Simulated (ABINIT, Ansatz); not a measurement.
# BaAl3 (Fm-3m): zone-centre phonons, part 3 of 3

Aim: the zone-centre modes of BaAl3 (Fm-3m).

ABINIT 10.8.3; DFT LDA, scalar-relativistic, plane waves, PseudoDojo norm-conserving pseudopotentials.

So far. Step 2 (Relaxation): The volume changes by +0.8 % from the cell with which this run began. Step 4 (Linear response at Γ): The acoustic modes at Γ come out as far as 3.2 cm⁻¹ from zero, where they should vanish, a small numerical error. The relaxed cell has a = 7.144 Å (conventional setting).

The structure was built from a prototype and need not be the compound's stable phase.

**5. Zone-centre analysis**

anaddb reads the merged derivatives and imposes the acoustic sum rule.

File anaddb.abi:

```
ddb_filepath "gamma_DDB"
output_file "anaddb.abo"
outdata_prefix "anaddb"
asr 1
chneut 1
enunit 2
eivec 1
nph1l 1
qph1l 0.0 0.0 0.0 1.0
```

File mrgddb.in:

```
gamma_DDB
merged
2
dfpt_gammao_DDB
gso_DDB
```

Run with:

```sh
mrgddb < mrgddb.in > mrgddb.log
OMP_NUM_THREADS=1 anaddb anaddb.abi > anaddb.log
```

anaddb.abo, the main output file:

```text
-outvars_anaddb: echo values of input variables ----------------------

 Miscellaneous information :
      enunit         2
       eivec         1
         asr         1
 First list of wavevector (reduced coord.) :
       nph1l         1
       qph1l
                     0.00000000E+00  0.00000000E+00  0.00000000E+00    1.000E+00

================================================================================

 read the DDB information and perform some checks

  ==== Info on the Cryst% object ====
 Real(R)+Recip(G) space primitive vectors, cartesian coordinates (Bohr,Bohr^-1):
 R(1)= -6.7497154  0.0000000  6.7497154  G(1)= -0.0740772 -0.0740772  0.0740772
 R(2)=  0.0000000  6.7497154  6.7497154  G(2)=  0.0740772  0.0740772  0.0740772
 R(3)= -6.7497154  6.7497154  0.0000000  G(3)= -0.0740772  0.0740772 -0.0740772
 Unit cell volume ucvol=  6.1501596E+02 bohr^3
 Angles (23,13,12)=  6.00000000E+01  6.00000000E+01  6.00000000E+01 degrees
 Time-reversal symmetry is present
 Reduced atomic positions [iatom, xred, symbol]:
    1)    0.0000000  0.0000000  0.0000000  Ba
    2)    0.5000000  0.5000000  0.5000000  Al
    3)    0.7500000  0.7500000  0.7500000  Al
    4)    0.2500000  0.2500000  0.2500000  Al

 DDB file with 3 blocks has been read.

================================================================================

 Treat the first list of vectors

  Phonon wavevector (reduced coordinates) :  0.00000  0.00000  0.00000
 Phonon energies in Hartree :
   0.000000E+00  0.000000E+00  0.000000E+00  6.970095E-04  6.970095E-04
   6.970095E-04  6.982931E-04  6.982931E-04  6.982931E-04  9.982406E-04
   9.982406E-04  9.982406E-04
 Phonon energies in meV     :
-  0.000000E+00  0.000000E+00  0.000000E+00  1.896659E+01  1.896659E+01
-  1.896659E+01  1.900152E+01  1.900152E+01  1.900152E+01  2.716351E+01
-  2.716351E+01  2.716351E+01
 Phonon frequencies in cm-1    :
-  0.000000E+00  0.000000E+00  0.000000E+00  1.529759E+02  1.529759E+02
-  1.529759E+02  1.532576E+02  1.532576E+02  1.532576E+02  2.190885E+02
-  2.190885E+02  2.190885E+02
 Phonon frequencies in Thz     :
-  0.000000E+00  0.000000E+00  0.000000E+00  4.586102E+00  4.586102E+00
-  4.586102E+00  4.594548E+00  4.594548E+00  4.594548E+00  6.568107E+00
-  6.568107E+00  6.568107E+00
 Phonon energies in Kelvin  :
-  0.000000E+00  0.000000E+00  0.000000E+00  2.200982E+02  2.200982E+02
-  2.200982E+02  2.205035E+02  2.205035E+02  2.205035E+02  3.152194E+02
-  3.152194E+02  3.152194E+02

 Eigendisplacements
 (will be given, for each mode : in cartesian coordinates
   for each atom the real part of the displacement vector,
   then the imaginary part of the displacement vector - absolute values smaller than 1.0d-7 are set to zero)
  Mode number    1   Energy    0.000000E+00
 Attention : low frequency mode.
   (Could be unstable or acoustic mode)
-  1  0.00000000E+00  0.00000000E+00  1.58533311E-03
-     0.00000000E+00  0.00000000E+00  0.00000000E+00
-  2  0.00000000E+00  0.00000000E+00  1.58531249E-03
-     0.00000000E+00  0.00000000E+00  0.00000000E+00
-  3  0.00000000E+00  0.00000000E+00  1.58535503E-03
-     0.00000000E+00  0.00000000E+00  0.00000000E+00
-  4  0.00000000E+00  0.00000000E+00  1.58535503E-03
-     0.00000000E+00  0.00000000E+00  0.00000000E+00
  Mode number    2   Energy    0.000000E+00
 Attention : low frequency mode.
   (Could be unstable or acoustic mode)
-  1  0.00000000E+00 -1.58533311E-03  0.00000000E+00
-     0.00000000E+00  0.00000000E+00  0.00000000E+00
-  2  0.00000000E+00 -1.58531249E-03  0.00000000E+00
-     0.00000000E+00  0.00000000E+00  0.00000000E+00
-  3  0.00000000E+00 -1.58535503E-03  0.00000000E+00
-     0.00000000E+00  0.00000000E+00  0.00000000E+00
-  4  0.00000000E+00 -1.58535503E-03  0.00000000E+00
-     0.00000000E+00  0.00000000E+00  0.00000000E+00
  Mode number    3   Energy    0.000000E+00
 Attention : low frequency mode.
   (Could be unstable or acoustic mode)
-  1  1.58533311E-03  0.00000000E+00  0.00000000E+00
-     0.00000000E+00  0.00000000E+00  0.00000000E+00
-  2  1.58531249E-03  0.00000000E+00  0.00000000E+00
-     0.00000000E+00  0.00000000E+00  0.00000000E+00
-  3  1.58535503E-03  0.00000000E+00  0.00000000E+00
-     0.00000000E+00  0.00000000E+00  0.00000000E+00
-  4  1.58535503E-03  0.00000000E+00  0.00000000E+00
-     0.00000000E+00  0.00000000E+00  0.00000000E+00
  Mode number    4   Energy    6.970095E-04
-  1  0.00000000E+00  0.00000000E+00  0.00000000E+00
-     0.00000000E+00  0.00000000E+00  0.00000000E+00
-  2  0.00000000E+00  0.00000000E+00  0.00000000E+00
-     0.00000000E+00  0.00000000E+00  0.00000000E+00
-  3  0.00000000E+00  0.00000000E+00 -3.18839113E-03
-     0.00000000E+00  0.00000000E+00  0.00000000E+00
-  4  0.00000000E+00  0.00000000E+00  3.18839113E-03
-     0.00000000E+00  0.00000000E+00  0.00000000E+00
  Mode number    5   Energy    6.970095E-04
-  1  0.00000000E+00  0.00000000E+00  0.00000000E+00
-     0.00000000E+00  0.00000000E+00  0.00000000E+00
-  2  0.00000000E+00  0.00000000E+00  0.00000000E+00
-     0.00000000E+00  0.00000000E+00  0.00000000E+00
-  3  0.00000000E+00  3.18839113E-03  0.00000000E+00
-     0.00000000E+00  0.00000000E+00  0.00000000E+00
-  4  0.00000000E+00 -3.18839113E-03  0.00000000E+00
-     0.00000000E+00  0.00000000E+00  0.00000000E+00
  Mode number    6   Energy    6.970095E-04
-  1  0.00000000E+00  0.00000000E+00  0.00000000E+00
-     0.00000000E+00  0.00000000E+00  0.00000000E+00
-  2  0.00000000E+00  0.00000000E+00  0.00000000E+00
-     0.00000000E+00  0.00000000E+00  0.00000000E+00
-  3  3.18839113E-03  0.00000000E+00  0.00000000E+00
-     0.00000000E+00  0.00000000E+00  0.00000000E+00
-  4 -3.18839113E-03  0.00000000E+00  0.00000000E+00
-     0.00000000E+00  0.00000000E+00  0.00000000E+00
  Mode number    7   Energy    6.982931E-04
-  1  0.00000000E+00  0.00000000E+00  7.82198624E-04
-     0.00000000E+00  0.00000000E+00  0.00000000E+00
-  2  0.00000000E+00 -1.85992925E-07 -4.14774294E-03
-     0.00000000E+00  0.00000000E+00  0.00000000E+00
-  3  0.00000000E+00  0.00000000E+00  8.32787920E-05
-     0.00000000E+00  0.00000000E+00  0.00000000E+00
-  4  0.00000000E+00  0.00000000E+00  8.32787920E-05
-     0.00000000E+00  0.00000000E+00  0.00000000E+00
  Mode number    8   Energy    6.982931E-04
-  1  0.00000000E+00 -7.82198624E-04  0.00000000E+00
-     0.00000000E+00  0.00000000E+00  0.00000000E+00
-  2  0.00000000E+00  4.14774294E-03 -1.85992641E-07
-     0.00000000E+00  0.00000000E+00  0.00000000E+00
-  3  0.00000000E+00 -8.32787920E-05  0.00000000E+00
-     0.00000000E+00  0.00000000E+00  0.00000000E+00
-  4  0.00000000E+00 -8.32787920E-05  0.00000000E+00
-     0.00000000E+00  0.00000000E+00  0.00000000E+00
  Mode number    9   Energy    6.982931E-04
-  1  7.82198625E-04  0.00000000E+00  0.00000000E+00
-     0.00000000E+00  0.00000000E+00  0.00000000E+00
-  2 -4.14774295E-03  0.00000000E+00  0.00000000E+00
-     0.00000000E+00  0.00000000E+00  0.00000000E+00
-  3  8.32787920E-05  0.00000000E+00  0.00000000E+00
-     0.00000000E+00  0.00000000E+00  0.00000000E+00
-  4  8.32787920E-05  0.00000000E+00  0.00000000E+00
-     0.00000000E+00  0.00000000E+00  0.00000000E+00
  Mode number   10   Energy    9.982406E-04
-  1  0.00000000E+00  0.00000000E+00  9.32514004E-04
-     0.00000000E+00  0.00000000E+00  0.00000000E+00
-  2  0.00000000E+00  0.00000000E+00  7.84020882E-04
-     0.00000000E+00  0.00000000E+00  0.00000000E+00
-  3  0.00000000E+00  0.00000000E+00 -2.76505915E-03
-     0.00000000E+00  0.00000000E+00  0.00000000E+00
-  4  0.00000000E+00  0.00000000E+00 -2.76505915E-03
-     0.00000000E+00  0.00000000E+00  0.00000000E+00
  Mode number   11   Energy    9.982406E-04
-  1  0.00000000E+00 -9.32514004E-04  0.00000000E+00
-     0.00000000E+00  0.00000000E+00  0.00000000E+00
-  2  0.00000000E+00 -7.84020882E-04  0.00000000E+00
-     0.00000000E+00  0.00000000E+00  0.00000000E+00
-  3  0.00000000E+00  2.76505915E-03  0.00000000E+00
-     0.00000000E+00  0.00000000E+00  0.00000000E+00
-  4  0.00000000E+00  2.76505915E-03  0.00000000E+00
-     0.00000000E+00  0.00000000E+00  0.00000000E+00
  Mode number   12   Energy    9.982406E-04
-  1  9.32514004E-04  0.00000000E+00  0.00000000E+00
-     0.00000000E+00  0.00000000E+00  0.00000000E+00
-  2  7.84020882E-04  0.00000000E+00  0.00000000E+00
-     0.00000000E+00  0.00000000E+00  0.00000000E+00
-  3 -2.76505915E-03  0.00000000E+00  0.00000000E+00
-     0.00000000E+00  0.00000000E+00  0.00000000E+00
-  4 -2.76505915E-03  0.00000000E+00  0.00000000E+00
-     0.00000000E+00  0.00000000E+00  0.00000000E+00

 Analysis of degeneracies and characters (maximum tolerance=1.00E-06 a.u.)
 For each vibration mode, or group of modes if degenerate,
 the characters are given for each symmetry operation (see the list in the log file).
 Symmetry characters of vibration mode #   1
       degenerate with vibration modes #   2 to    3
  3.0 -3.0 -1.0  1.0 -1.0  1.0 -1.0  1.0  1.0 -1.0 -1.0  1.0  1.0 -1.0 -1.0  1.0
  0.0 -0.0 -0.0  0.0  0.0 -0.0  0.0 -0.0  1.0 -1.0 -1.0  1.0 -1.0  1.0  1.0 -1.0
  0.0 -0.0 -0.0  0.0  0.0 -0.0 -0.0  0.0  1.0 -1.0  1.0 -1.0 -1.0  1.0 -1.0  1.0
 Symmetry characters of vibration mode #   4
       degenerate with vibration modes #   5 to    6
  3.0  3.0 -1.0 -1.0 -1.0 -1.0 -1.0 -1.0  1.0  1.0 -1.0 -1.0  1.0  1.0 -1.0 -1.0
  0.0  0.0  0.0  0.0  0.0  0.0 -0.0 -0.0  1.0  1.0 -1.0 -1.0 -1.0 -1.0  1.0  1.0
  0.0  0.0  0.0  0.0 -0.0 -0.0 -0.0 -0.0  1.0  1.0  1.0  1.0 -1.0 -1.0 -1.0 -1.0
 Symmetry characters of vibration mode #   7
       degenerate with vibration modes #   8 to    9
  3.0 -3.0 -1.0  1.0 -1.0  1.0 -1.0  1.0  1.0 -1.0 -1.0  1.0  1.0 -1.0 -1.0  1.0
  0.0 -0.0 -0.0  0.0 -0.0  0.0  0.0 -0.0  1.0 -1.0 -1.0  1.0 -1.0  1.0  1.0 -1.0
  0.0 -0.0  0.0 -0.0 -0.0  0.0  0.0 -0.0  1.0 -1.0  1.0 -1.0 -1.0  1.0 -1.0  1.0
 Symmetry characters of vibration mode #  10
       degenerate with vibration modes #  11 to   12
  3.0 -3.0 -1.0  1.0 -1.0  1.0 -1.0  1.0  1.0 -1.0 -1.0  1.0  1.0 -1.0 -1.0  1.0
 -0.0  0.0  0.0 -0.0 -0.0  0.0  0.0 -0.0  1.0 -1.0 -1.0  1.0 -1.0  1.0  1.0 -1.0
 -0.0  0.0 -0.0  0.0  0.0 -0.0  0.0 -0.0  1.0 -1.0  1.0 -1.0 -1.0  1.0 -1.0  1.0
-
```

The job ended after 0.5 s (1 thread of Arm Neoverse V1, shared host).

No LO-TO term; unit eigenvectors of the mass-weighted matrix, from anaddb's displacements. The modes at Γ (shares of kinetic energy by element, %):

| mode | frequency (cm⁻¹) | Ba % | Al % |
| --- | --- | --- | --- |
| 1 | 0.0 | 63 | 37 |
| 2 | 0.0 | 63 | 37 |
| 3 | 0.0 | 63 | 37 |
| 4 | 153.0 | 0 | 100 |
| 5 | 153.0 | 0 | 100 |
| 6 | 153.0 | 0 | 100 |
| 7 | 153.3 | 15 | 85 |
| 8 | 153.3 | 15 | 85 |
| 9 | 153.3 | 15 | 85 |
| 10 | 219.1 | 22 | 78 |
| 11 | 219.1 | 22 | 78 |
| 12 | 219.1 | 22 | 78 |

Displacements in mode 4 (153.0 cm⁻¹), the largest set to 1:
```
Ba1  0.00  0.00  0.00
Al2  0.00  0.00  0.00
Al3  0.00  0.00 -1.00
Al4  0.00  0.00  1.00
```

Displacements in mode 10 (219.1 cm⁻¹), the largest set to 1:
```
Ba1  0.00  0.00  0.34
Al2  0.00  0.00  0.28
Al3  0.00  0.00 -1.00
Al4  0.00  0.00 -1.00
```

The rule moves no optical mode by more than 0.1 cm⁻¹.

**6. A second program**

The same cell goes through another code at the same cutoff. The files are of one family, but Ansatz's library holds files of its own making for some heavy elements, so those for Ba may differ.

This step: DFT LDA, scalar-relativistic, plane waves, norm-conserving pseudopotentials of its library (PseudoDojo's, some remade) (Ansatz 0.2.0).

File input.yaml:

```yaml
crystal:
  lattice:
    - [-3.5717955783, 0.0, 3.5717955783]
    - [0.0, 3.5717955783, 3.5717955783]
    - [-3.5717955783, 3.5717955783, 0.0]
  atoms:
    - { symbol: Ba, position: [0.0, 0.0, 0.0] }
    - { symbol: Al, position: [0.5, 0.5, 0.5] }
    - { symbol: Al, position: [0.75, 0.75, 0.75] }
    - { symbol: Al, position: [0.25, 0.25, 0.25] }
kpoints:
  mp_grid: { grid: [6, 6, 6] }
hamiltonian:
  xc: lda
  pseudopotentials: { kind: nc, accuracy: standard }
scf:
  occupations: { method: gaussian, width: 0.27211 }
output:
  eigenvalues: true
basis:
  ecutwfc: 585.045
phonons:
  method: dfpt
```

Run with:

```sh
ansatz run input.yaml --threads 4 --pin off --max-ram 8192MiB --backend cpu --events-out ev --progress --plain --runs-dir out
```

Output:

```text
Warning: basis.ecutwfc = 585.045 eV is below the records' recommended 770 eV, and the density's cutoff is lower with it unless basis.ecutrho_ratio is high enough to keep the records' density cutoff: compare with a run at a higher cutoff
zone centre: on kpoints.mp_grid the ground state, and the responses unless they are solved on pairs of k-points, stand on 30 of the mesh's 216 k-points, reduced under 8 symmetry operations, with k and −k counted as one. Each operation leaves every solved displacement unchanged or reverses it
Engine: ansatz 0.2.0, aarch64-unknown-linux-gnu
Pseudopotentials: kind: nc
Pseudopotential: Ba, nc, valence charge 10, recommended cutoff 770 eV (normal), Ba.nc.azcp (PseudoDojo's, or run here from an input of PseudoDojo's; its table is named by hamiltonian.pseudopotentials.accuracy)
Pseudopotential: Al, nc, valence charge 3, recommended cutoff 598.650497 eV (normal), Al.nc.azcp (PseudoDojo's, or run here from an input of PseudoDojo's; its table is named by hamiltonian.pseudopotentials.accuracy)
Functional definition: SPW92
  exchange = slater_x
  correlation = pw_c
Crystal: 4 atoms, lattice volume = 91.136 Å³
Basis set: ecut = 585.045 eV, 2891 PW (Γ), exchange–correlation on 80×80×80 points (8 copies of the dense FFT grid, shifted against one another)
Bands: 14, of which v1, the nominal top of the filled ones, is band 10 counted from 1 (9 counted from 0)
Symmetry: 48 space group operations
k-points: 30 of 216 (irreducible under 8 space group operations, time reversal used)
Non-local potential: Ba, projectors of the file, l = 0: 2, l = 1: 2, l = 2: 2, l = 3: 2
Non-local potential: Al, projectors of the file, l = 0: 2, l = 1: 2, l = 2: 2
Initial density: superposition of atomic densities (chi_scale 0.1, normalization cell, long waves kept (reshape's long-wave potential 0.00 eV rms))
Initial wavefunctions: pseudopotential atomic-orbital guess
Functional: x = slater, c = lda
SCF iter   1: F=—  HF=-957.011814 eV  |F-HF|=—  |Δ(HF+E_count)|=         —  Δρ=2.05e-2  dr2=8.08e-1  ethr=3.10e-3  ⟨swp⟩=11.8  Hψ=8879  notcnv=0
automatic band count: the SCF goes on with 18 bands, as 14 were too few: they end inside the smearing window of the response
preconditioner: auto → Kerker (q_TF=auto, 2.101 Å⁻¹)  [metal: Δε(μ)=0.184 eV  Ē_g=10.090 eV  σ=0.272 eV  W_gap=0.37  n_scr=14 (ndim 8)  ℏωp=16.0 eV  f_vac=0.000  D(μ)=2.59/eV (n_scr^D=14)]
SCF iter   2: F=—  HF=-956.827001 eV  |F-HF|=—  |Δ(HF+E_count)|=   1.85e-1  Δρ=1.26e-2  dr2=3.00e-1  ethr=3.10e-3  ⟨swp⟩=1.0  Hψ=780  notcnv=0  defer=1
SCF iter   3: F=—  HF=-956.710598 eV  |F-HF|=—  |Δ(HF+E_count)|=   1.16e-1  Δρ=1.28e-3  dr2=1.89e-3  ethr=1.58e-3  ⟨swp⟩=2.3  Hψ=786  notcnv=0  defer=1
SCF iter   4: F=—  HF=-956.710230 eV  |F-HF|=—  |Δ(HF+E_count)|=   3.68e-4  Δρ=1.78e-4  dr2=5.92e-5  ethr=9.92e-6  ⟨swp⟩=2.9  Hψ=798  notcnv=0  defer=6
SCF iter   5: F=—  HF=-956.710216 eV  |F-HF|=—  |Δ(HF+E_count)|=   1.35e-5  Δρ=4.02e-5  dr2=2.12e-6  ethr=3.12e-7  ⟨swp⟩=2.5  Hψ=825  notcnv=0  defer=6
SCF iter   6: F=—  HF=-956.710213 eV  |F-HF|=—  |Δ(HF+E_count)|=   3.55e-6  Δρ=6.13e-6  dr2=5.33e-8  ethr=1.12e-8  ⟨swp⟩=2.7  Hψ=864  notcnv=0  defer=49
SCF iter   7: F=—  HF=-956.710213 eV  |F-HF|=—  |Δ(HF+E_count)|=   1.37e-8  Δρ=9.69e-7  dr2=6.40e-10  ethr=2.80e-10  ⟨swp⟩=2.7  Hψ=838  notcnv=0  defer=49
SCF iter   8: F=-956.710213 eV  HF=-956.710213 eV  |F-HF|=7.96e-13  |Δ(HF+E_count)|=  5.26e-11  Δρ=1.23e-7  dr2=8.80e-12  ethr=1.00e-12  ⟨swp⟩=17.2  Hψ=5042  notcnv=0
SCF 1 converged in 8 iterations: F = -956.710213 eV  dr2 = 8.80e-12
DFPT response loops at Γ: preconditioner auto → Kerker (q_TF=auto, 2.101 Å⁻¹) (partly filled bands, converged f_vac=0.000); β = 1.00, the filter's whole step (`scf.mixing.beta` (0.50) is not read by the response loops under this deck's `scf.mixing.preconditioner`; to damp them name `kerker` or `kerker_dos`, under which they read `scf.mixing.beta`, and type it under 1.00, their step now; both keys bind the ground state too); Broyden in place of MSR1
SCF converged after 8 iterations
Free energy (F): -956.710213 eV
Harris-Foulkes:  -956.710213 eV  (|F-HF|=7.96e-13)
Internal energy: -956.609202 eV  (E = F + TS)
E sigma→0 (E₀):  -956.659708 eV
Entropy (-TS):   -0.101011 eV (-25.253 meV/atom)
Fermi energy:    8.176497 eV
--- Per-component energies (eV) ---
  E_band       = -13.557585
  E_kinetic    = 248.458428
  E_local      = -386.235278  (includes V_loc(G=0)·N_el)
  E_nonlocal   = 142.904065
  E_hartree    = 105.830060
  E_xc         = -268.950520
  E_vxc        = -230.344943  (∫ρ·V_xc dr)
  E_ewald      = -798.615958
  E_smearing   = -0.101011  (= −TS)
  E_closure    = 0.000000  (closes the sum)
  Σ components = -956.710213   (vs F -956.710213, Δ=0.00e0)
--- Band table (eV; the first three rows and the last of 30) ---
  k-point 0: bands = [... 6 lower, 6.2624, 6.2624, 6.3360, 8.2864, 8.2864, 8.2864, 8.8456, 9.2600, ... 4 higher]
  k-point 1: bands = [... 6 lower, 6.3145, 6.3145, 6.9045, 7.7656, 7.7656, 8.3500, 10.4778, 10.4778, ... 4 higher]
  k-point 2: bands = [... 6 lower, 6.1019, 6.1019, 6.3390, 8.1670, 8.1670, 9.6871, 10.9204, 11.2931, ... 4 higher]
  k-point 29: bands = [... 6 lower, 3.6640, 6.6268, 6.6268, 8.7484, 10.0422, 10.0422, 11.0654, 12.8105, ... 4 higher]
--- Phonons (Γ-DFPT): 3 representative perturbations + reference, on 30 of 216 k-points (Σ response iterations 8) ---
  k mesh reduced under 8 symmetry operations, with k and −k counted as one. Each operation leaves every solved displacement unchanged or reverses it
  ASR residual: 3.842e-5 → 0.000e0 eV/Å²; symmetrization residual: 6.563e-8 eV/Å²
  ASR residual per site (eV/Å²): 3.34e-5 2.92e-5 3.84e-5 3.84e-5
  Γ frequencies (cm⁻¹): 0.00 0.00 0.00 150.11 150.11 150.11 152.56 152.56 152.56 217.82 217.82 217.82
  non-analytic LO–TO correction: not included (Born effective charges unavailable; polar crystals: no LO–TO splitting at Γ)
```

Run time: 7.8 s. Hardware: 4 threads; peak memory 0.58 GiB; 29 s of CPU time.

Numbers from this step:

```yaml
sum_rule_residual_before_enforcement: 3.84e-5 eV/Å²
highest_optical_zone_centre_mode_no_lo_to_term: 217.8 cm⁻¹
lowest_optical_zone_centre_mode: 150.1 cm⁻¹
```

**7. Side by side: ABINIT PseudoDojo and Ansatz, library NC**

Numbers from this step:

```yaml
root_mean_square_difference: 1.86 cm⁻¹
largest_difference: 2.87 cm⁻¹
```

Frequencies side by side, by row:

```csv
q (reciprocal lattice),mode,ABINIT PseudoDojo (cm⁻¹),"Ansatz, library NC (cm⁻¹)"
0 0 0,1,0,0
0 0 0,2,0,0
0 0 0,3,0,0
0 0 0,4,153,150.1
0 0 0,5,153,150.1
0 0 0,6,153,150.1
0 0 0,7,153.3,152.6
0 0 0,8,153.3,152.6
0 0 0,9,153.3,152.6
0 0 0,10,219.1,217.8
0 0 0,11,219.1,217.8
0 0 0,12,219.1,217.8
```

At the zone centre the largest difference (acoustic modes at Γ apart) is 1 % of the highest mode.

**8. Summary of results**

```yaml
space_group_after_relaxation: Fm-3m
volume_per_atom: 22.8 Å³
highest_optical_zone_centre_mode_no_lo_to_term: 219.1 cm⁻¹
lowest_optical_zone_centre_mode: 153.0 cm⁻¹
imaginary_optical_modes_at_the_zone_centre_no_q_mesh_in_this_session: none
largest_difference_from_ansatz_library_nc: 2.87 cm⁻¹
```

What this shows: At the LDA level the optical modes of BaAl3 (Fm-3m) at the zone centre run from 153 to 219 cm⁻¹. ABINIT PseudoDojo and Ansatz, library NC differ by 1.9 cm⁻¹ in the root mean square and by 2.9 cm⁻¹ at most, 1.3 % of the highest mode compared (acoustic modes at Γ left out); the two use different potentials, and the cell was not relaxed for the second set. These are harmonic frequencies at zero temperature: anharmonic shifts and linewidths and thermal expansion are left out. Spin-orbit coupling is left out, which can matter for the heavy elements here. In a metal the frequencies hang on the k mesh and the smearing, most of all near Kohn anomalies. The runs are without spin polarisation, although the cell has an odd electron count or an open d or f shell, so a magnetic state was not tested. Ansatz warns that the cutoff lies 24 % under the one recommended for these files; agreement at one cutoff is not convergence. The total energies of the two programs lie far apart, so at least one potential file in Ansatz's library differs from the published one read by the first program. The structure is a hypothetical one, built on a prototype.

[Host names and launcher messages were left out of these logs when they were recorded.]

[Logs are printed without paths, hosts, clocks, repeated set-up lines and the standing remarks that a program may print on its own settings, such as how far it seeks lower states.]

[Hosts, paths, dates, database ids (printed as entryN), source tags and the programs' standing remarks are cut or masked in the printed files.]
